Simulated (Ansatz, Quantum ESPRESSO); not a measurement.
## Equation of state of bcc Ti

How stiff is bcc Ti under hydrostatic load? Each row relaxes cell and atoms at a set pressure. The symmetry of the cell is held, so distortions that would lower it, which this phase may prefer, aren't tested. The phase is followed to these pressures whether or not it stays the stable one.

Calculated with Quantum ESPRESSO 7.5, PBEsol, GBRV 1.5 ultrasoft potentials, cutoff 680 eV, Fermi–Dirac smearing 0.05 eV, k-mesh 19×19×19, no spin polarisation, no spin-orbit coupling.

Reference cell, relaxed at zero pressure with PBEsol (Im-3m): a = 2.7798 Å, b = 2.7798 Å, c = 2.7798 Å, α = 109.47°, β = 109.47°, γ = 109.47°.

```csv
atom,x,y,z
Ti,0.0000,0.0000,0.0000
```

```csv
V (Å³/atom),V/V0,P (GPa),E − E0 (meV/atom)
17.1715,1.0384,−3.996,8.1
15.2983,0.9251,9.983,36.5
14.8025,0.8952,14.987,75.1
14.3634,0.8686,19.994,122.9
13.6081,0.8229,29.991,240.1
```

V0 = 16.5361 Å³ an atom, where the residual pressure P0 is +0.006 GPa. **Question.** Fit the Birch–Murnaghan law and give the pressure and the energy at V = 15.8660 Å³ an atom, a row left out above.

With the Eulerian strain f = ½[(V0/V)^(2/3) − 1] and F = (P − P0)/[3f(1 + 2f)^(5/2)], the third-order law is the line F = B0 + (3/2) B0 (B′ − 4) f.

```
       f  F (GPa)
 0.06937   104.13
 0.04923   107.02
 0.03831   108.37
 0.02662   109.74
−0.01241   114.45
```

A straight line through the 5 rows: the means are 0.03422 for f and 108.74 for F, Σ(Δx)² = 0.00371 and ΣΔxΔy = −0.4632, so the slope is −0.4632/0.00371 = −124.87 and the intercept 108.74 − (−124.87)(0.03422) = 113.02.

Hence B0 = 113.0 GPa and B′ = 4 + (−124.9)/(1.5 × 113.0) = 3.26. For the withheld volume f = 0.01398, F = 111.27 GPa and P = 5.01 GPa. The run itself gives 4.99 GPa, so the estimate misses by 0.02 GPa; the fitted rows themselves lie up to 0.07 GPa off the law.

Integrating the same law gives E − E0 = (9/2) B0 V0 f²[1 + (B′ − 4) f] + P0(V0 − V), with 1 GPa Å³ = 6.2415 meV: 10.2 meV an atom. The run itself gives 10.2 meV, so the estimate misses by 0.0 meV, a rounding's worth.

The same fit over all rows at other levels or in other programs gives B0 = 113 GPa with PBEsol (Ansatz).

[Logs are printed without paths, hosts, clocks, repeated set-up lines and the standing remarks that a program may print on its own settings, such as how far it seeks lower states.]
